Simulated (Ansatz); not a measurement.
# Bands, cutoff and cost in G0W0 for BaTiO3 (Barioperovskite), part 2 of 2

Wanted: a G0W0 gap for BaTiO3 (Barioperovskite) that is converged in bands and cutoff, or an estimate of the limit.

Ansatz 0.2.0; G0W0 on LDA, plane waves, PAW. Known limits of the many-body steps: not at the basis limit; no spin-orbit coupling.

So far. Step 2 (168 empty bands, screening to 110 eV): The gap on the mesh goes from 1.82 eV to 3.42 eV, a correction of +1.60 eV. Between the two edge states, bare exchange in place of the xc potential would open the gap by 12.72 eV, and correlation takes back 11.12 eV.

## (3) 382 empty bands, screening to 190 eV

Another rung: the empty bands reach about as high as the screening cutoff, so the two stay in balance.

input.yaml

```yaml
crystal:
  lattice:
    - [3.9855, 0.0, 0.0]
    - [0.0, 2.8369, 2.84515]
    - [0.0, -2.8369, 2.84515]
  atoms:
    - { symbol: Ba, position: [0.0, 0.0, 0.0] }
    - { symbol: Ti, position: [0.5, 0.5124, 0.5124] }
    - { symbol: O, position: [0.0, 0.4874, 0.4874] }
    - { symbol: O, position: [0.5, 0.50524, 0.99184] }
    - { symbol: O, position: [0.5, 0.99184, 0.50524] }
kpoints:
  mp_grid: { grid: [6, 6, 6] }
hamiltonian:
  xc: lda
  pseudopotentials: { kind: paw, source: ansatz }
scf:
  occupations: { method: fixed }
gw:
  n_empty_bands: 382
  ecut_chi: 190.0
  qp_bands: [v2, c2]
  qp_kpoints: band_edges
  screening: { model: contour_deformation }
```

The run is started by

```
ansatz run input.yaml --threads 4 --pin off --max-ram 138240MiB --backend cuda --events-out ev --progress --plain --runs-dir out --devices 1 --max-vram 26GiB
```

Numbers of over 12 decimals in the logs are rounded to 6 here.

Output:

```text
GPUs: using 1 of 1 available (devices: 1).
[...]
GPU FFT provider: cuFFT
GPU libraries: cuBLAS 13.8.2, cuFFT 12.4.0, cuSOLVER 12.3.4
Crystal: 5 atoms, lattice volume = 64.337 Å³
Basis set: ecut = 930 eV, 4123 PW (Γ)
Bands: 25, of which v1, the nominal top of the filled ones, is band 20 counted from 1 (19 counted from 0)
Symmetry: 4 space group operations
[...]
k-points: 52 of 216 (time reversal used)
[...]
GPU buffer pool allocated for 91125 grid points (all kernels)
[...]
SCF iter   1: F=—  HF=-9892.498740 eV  |F-HF|=—  |Δ(HF+E_count)|=         —  Δρ=8.99e-2  dr2=6.92e0  ethr=3.10e-3  ⟨swp⟩=4.1  Hψ=5162  notcnv=0  defer=78
[...]
SCF iter  11: F=-9890.327861 eV  HF=-9890.327861 eV  |F-HF|=3.42e-10  |Δ(HF+E_count)|=   3.10e-8  Δρ=1.52e-6  dr2=5.76e-10  ethr=2.50e-10  ⟨swp⟩=9.8  Hψ=5289  notcnv=0
SCF 1 converged in 11 iterations: F = -9890.327861 eV  dr2 = 5.76e-10
[...]
NSCF: frozen V_eff on 52 k-points, pencils in batches of 32, up to order 100
[...]
NSCF: frozen V_eff on 52 k-points
G₀W₀ screening: q 1/52
[... further progress lines ...]
[...]
SCF converged after 11 iterations
Free energy (F): -9890.327861 eV
[...]
Internal energy: -9890.327861 eV  (E = F + TS)
E sigma→0 (E₀):  -9890.327861 eV
Fermi energy:    9.898255 eV
[...]
--- Band table (eV; the first three rows and the last of 52) ---
  k-point 0: bands = [... 16 lower, 8.7693, 9.5762, 9.6865, 9.7322, 11.7200, 11.7834, 11.9476, 14.0043, ... 1 higher]
  k-point 1: bands = [... 16 lower, 8.6122, 9.1142, 9.4378, 9.5617, 11.8417, 12.2498, 12.3233, 14.0393, ... 1 higher]
  k-point 2: bands = [... 16 lower, 8.2586, 8.3554, 9.2080, 9.2998, 11.9155, 13.0640, 13.1067, 14.0389, ... 1 higher]
  k-point 51: bands = [... 16 lower, 7.5566, 9.8500, 9.8883, 9.8983, 14.0839, 14.1260, 14.1374, 16.5574, ... 1 higher]
[...]
0    19      9.6865   -25.8098     4.0251   -21.4055  0.7198     9.3045     9.3074  root
     0    20      9.7322   -25.9088     4.0776   -21.4463  0.7200     9.3443     9.3473  root
     0    21     11.7200   -12.6481    -6.6215   -20.5265  0.7328    13.0097    12.9768  root
     0    22     11.7834   -12.7710    -6.5178   -20.5334  0.7321    13.0605    13.0281  root
     1    19      9.4378   -25.2097     3.7810   -21.0823  0.7180     9.0889     9.0913  root
     1    20      9.5617   -25.6710     4.0258   -21.2699  0.7187     9.1835     9.1864  root
     1    21     11.8417   -12.9634    -6.5632   -20.7728  0.7300    13.1208    13.0878  root
     1    22     12.2498   -13.5469    -6.5125   -21.2734  0.7210    13.4979    13.4638  root
[...]
51    19      9.8883   -25.7471     4.4652   -20.8967  0.7092     9.4998     9.5031  root
    51    20      9.8983   -25.7410     4.4564   -20.9020  0.7091     9.5125     9.5157  root
    51    21     14.0839   -14.6489    -7.9862   -23.8250  0.6647    15.3364    15.2738  root
    51    22     14.1260   -14.6780    -8.0625   -23.9302  0.6623    15.3808    15.3157  root
```

Elapsed: 3.8 min, on 1 × NVIDIA H100 80GB HBM3 (shared by 3 runs) with 4 threads of AMD EPYC 7R13 (Zen 3), shared host; peak memory 4 GiB.

Numbers from this step:

```yaml
bands_summed: 402
rpa_eps_infinity_on_this_mesh_eigenvalues: 6.194, 6.305, 6.423
plane_waves_in_the_screening_matrix: 389
q_points_in_the_mesh: 216
g0w0_gap_on_the_mesh: 3.461 eV
k_of_the_valence_top: -0.5, -0.5, -0.5
k_of_the_conduction_bottom: 0, 0, 0
starting_gap_on_the_mesh: 1.822 eV
z_at_the_valence_top: 0.7091
z_at_the_conduction_bottom: 0.7328
least_direct_g0w0_gap_on_the_computed_points: 3.630 eV
```

Against the run with 6×6×6 mesh, 168 empty bands, screening to 110 eV, hard PAW files, the gap moves by +0.04 eV.

## (4) 648 empty bands, screening to 270 eV

input.yaml: that of step 3 with these lines changed.

```diff
@@ -19,4 +19,4 @@
 gw:
-  n_empty_bands: 382
-  ecut_chi: 190.0
+  n_empty_bands: 648
+  ecut_chi: 270.0
   qp_bands: [v2, c2]
```

Output:

```text
GPUs: using 1 of 1 available (devices: 1).
[...]
GPU FFT provider: cuFFT
GPU libraries: cuBLAS 13.8.2, cuFFT 12.4.0, cuSOLVER 12.3.4
Crystal: 5 atoms, lattice volume = 64.337 Å³
Basis set: ecut = 930 eV, 4123 PW (Γ)
Bands: 25, of which v1, the nominal top of the filled ones, is band 20 counted from 1 (19 counted from 0)
Symmetry: 4 space group operations
[...]
k-points: 52 of 216 (time reversal used)
[...]
1    22     12.2498   -13.5469    -6.6501   -21.2734  0.7192    13.3522    13.3262  root
[...]
51    19      9.8883   -25.7471     4.3011   -20.8967  0.7068     9.3322     9.3390  root
    51    20      9.8983   -25.7410     4.2924   -20.9020  0.7066     9.3450     9.3517  root
    51    21     14.0839   -14.6489    -8.1399   -23.8250  0.6623    15.1659    15.1201  root
    51    22     14.1260   -14.6780    -8.2163   -23.9302  0.6598    15.2095    15.1619  root
[key lines of the parts left out:]
SCF converged after 11 iterations
Free energy (F): -9890.327861 eV
Fermi energy:    9.898255 eV
```

It took 8.3 min on 1 × NVIDIA H100 80GB HBM3 (shared by 3 runs) with 4 threads; peak memory 7.4 GiB; 16 min of CPU time.

This step gave:

- bands summed: 668
- RPA ε∞ on this mesh (eigenvalues): 6.188, 6.299, 6.418
- plane waves in the screening matrix: 623
- G0W0 gap on the mesh: 3.498 eV
- k of the valence top: -0.5, -0.5, -0.5
- k of the conduction bottom: 0, 0, 0
- starting gap on the mesh: 1.822 eV
- least direct G0W0 gap on the computed points: 3.676 eV

Against the run with 6×6×6 mesh, 382 empty bands, screening to 190 eV, hard PAW files, the gap moves by +0.04 eV.

## (5) Side by side

Times are wall times on 1 × NVIDIA H100 80GB HBM3 (shared by 3 runs) with 4 threads of AMD EPYC 7R13 (Zen 3), shared host, good to a factor of about two.

| mesh | files | frequency | bands summed | cutoff (eV) | start (eV) | G0W0 (eV) | time | host memory (GiB) |
| --- | --- | --- | --- | --- | --- | --- | --- | --- |
| 6×6×6 | hard PAW | contour deformation | 188 | 110 | 1.822 | 3.421 | 93 s | 2.1 |
| 6×6×6 | hard PAW | contour deformation | 402 | 190 | 1.822 | 3.461 | 3.8 min | 4.0 |
| 6×6×6 | hard PAW | contour deformation | 668 | 270 | 1.822 | 3.498 | 8.3 min | 7.4 |

The parts of the quasiparticle energy at the two band edges (eV; QP = start + Σx + Σc − Vxc):

| run | edge | start | Σx | Σc | Vxc | Z | QP |
| --- | --- | --- | --- | --- | --- | --- | --- |
| 188 bands | valence top | 9.90 | -25.74 | 4.75 | -20.90 | 0.71 | 9.81 |
| 188 bands | conduction bottom | 11.72 | -12.65 | -6.37 | -20.53 | 0.74 | 13.23 |
| 402 bands | valence top | 9.90 | -25.74 | 4.46 | -20.90 | 0.71 | 9.52 |
| 402 bands | conduction bottom | 11.72 | -12.65 | -6.62 | -20.53 | 0.73 | 12.98 |
| 668 bands | valence top | 9.90 | -25.74 | 4.29 | -20.90 | 0.71 | 9.35 |
| 668 bands | conduction bottom | 11.72 | -12.65 | -6.75 | -20.53 | 0.73 | 12.85 |

## (6) Outcome

| Quantity | Value |
| --- | --- |
| 188 bands, 110 eV | 3.421 eV |
| 402 bands, 190 eV | 3.461 eV |
| 668 bands, 270 eV | 3.498 eV |
| estimated limit in bands and cutoff | 3.55 eV |
| mesh and start | 6×6×6, LDA |

What this shows: A line in one over the bands through the two highest rungs gives 3.55 eV, +0.06 eV from the top rung; the pair below gives 3.50 eV, so the estimate is still climbing. The rungs stand 0.13 eV (188 bands), 0.09 eV (402 bands) and 0.06 eV (668 bands) from it. From 188 to 668 bands the gap moves by +0.08 eV while the time grows 5.3-fold. Σc changes by −0.46 eV at the valence top and −0.38 eV at the conduction bottom, so the levels themselves move more than the gap between them. The cheapest rung within 0.1 eV of this estimate is that with 402 bands (3.8 min). Gaps are over the mesh's points; an edge off the mesh would be missed. The many-body steps are scalar-relativistic: spin-orbit coupling is not in them.

[Paths, hosts, dates, memory and timing lines, banners, echoed tables and standing remarks are left out of the program output.]

[Logs are printed without paths, hosts, clocks, repeated set-up lines and the standing remarks that a program may print on its own settings, such as how far it seeks lower states.]

[Runs of the session that timed out or met a known fault of the program may be left out.]

[Cells called generated may have been cut or substituted from an entry of the Crystallography Open Database or the Materials Project.]

[Hosts, paths, dates, database ids (printed as entryN), source tags and the programs' standing remarks are cut or masked in the printed files.]
